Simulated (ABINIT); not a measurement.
# Calculated records

```
! title: Ca2H6Os (Fm-3m): a self-consistent loop beyond G0W0, cycle by cycle
! method: RPA screening on PBEsol from quasiparticle energies and orbitals, plane waves, norm-conserving pseudopotentials (and 4 further levels or steps)
! program: ABINIT 10.8.3
! settings: cutoff 33 Ha, PseudoDojo scalar-relativistic 0.4.1 standard, norm-conserving, ngkpt (2, 2, 2), nband 59, ecuteps 3.2 Ha, gwcalctyp 28, inclvkb 2, shiftk (0, 0, 0), symchi 1, awtr 1, frequency ppm, cycle 5, q points all but q = 0, 2×2×2 k-mesh
! notes: The program’s warnings: nproc spkpt=  >= nkpt= * nsppol=. The cell and positions are those that the Materials Project relaxed with its own functionals (PBE, PBE+U or r2SCAN), kept fixed. Limits: no spin polarisation; d states lean on the start; no spin-orbit coupling. The 2×2×2 mesh is coarse for this cell, which bears on the long-range parts of exchange and screening. The runs have no spin polarisation. For a closed low-spin shell that is the natural state; where a d or f shell is open it is a constraint, and the gap is then not the crystal’s own.
! G0W0: 3.824 eV
! QSGW, cycle 1: 4.071 eV
! QSGW, cycle 2: 4.301 eV
! QSGW, cycle 3: 4.408 eV
! QSGW, cycle 4: 4.436 eV
! QSGW, cycle 5: 4.430 eV
! known limits: short of the basis limit; no spin polarisation; d states lean on the start; no spin-orbit coupling; coarse k mesh
CELL_PARAMETERS angstrom
0.00000 3.61482 3.61482
3.61482 0.00000 3.61482
3.61482 3.61482 0.00000
ATOMIC_POSITIONS crystal
Ca 0.25000 0.25000 0.25000
Ca 0.75000 0.75000 0.75000
H 0.76282 0.23718 0.23718
H 0.23718 0.76282 0.76282
H 0.23718 0.76282 0.23718
H 0.76282 0.23718 0.76282
H 0.23718 0.23718 0.76282
H 0.76282 0.76282 0.23718
Os 0.00000 0.00000 0.00000
```

[Long decimals in the printed logs are rounded to 6 places.]

[Logs are printed without paths, hosts, clocks, repeated set-up lines and the standing remarks that a program may print on its own settings, such as how far it seeks lower states.]

[Paths, hosts, dates, memory and timing lines, banners, echoed tables and standing remarks are left out of the program output; an Ansatz launch command may be rebuilt from the run's recorded settings. Measured values are a selection of at most five: reports struck by readers or far from the other reports are left out. None is set beside runs whose start may be inverted or whose files or cutoffs have a known fault.]

[Runs of the session that timed out or met a known fault of the program may be left out.]

[Hosts, paths, dates, database ids (printed as entryN), source tags and the programs' standing remarks are cut or masked in the printed files.]

[G0W0 gaps are taken among the corrected bands and points alone; a level outside them can change the order at an edge.]

[Where Ansatz stands beside ABINIT at settings called matched, ABINIT's density can come from a denser mesh and the files from another edition; pairs whose starting gaps differed by over 0.03 eV were left out, so agreement reads better than it is.]
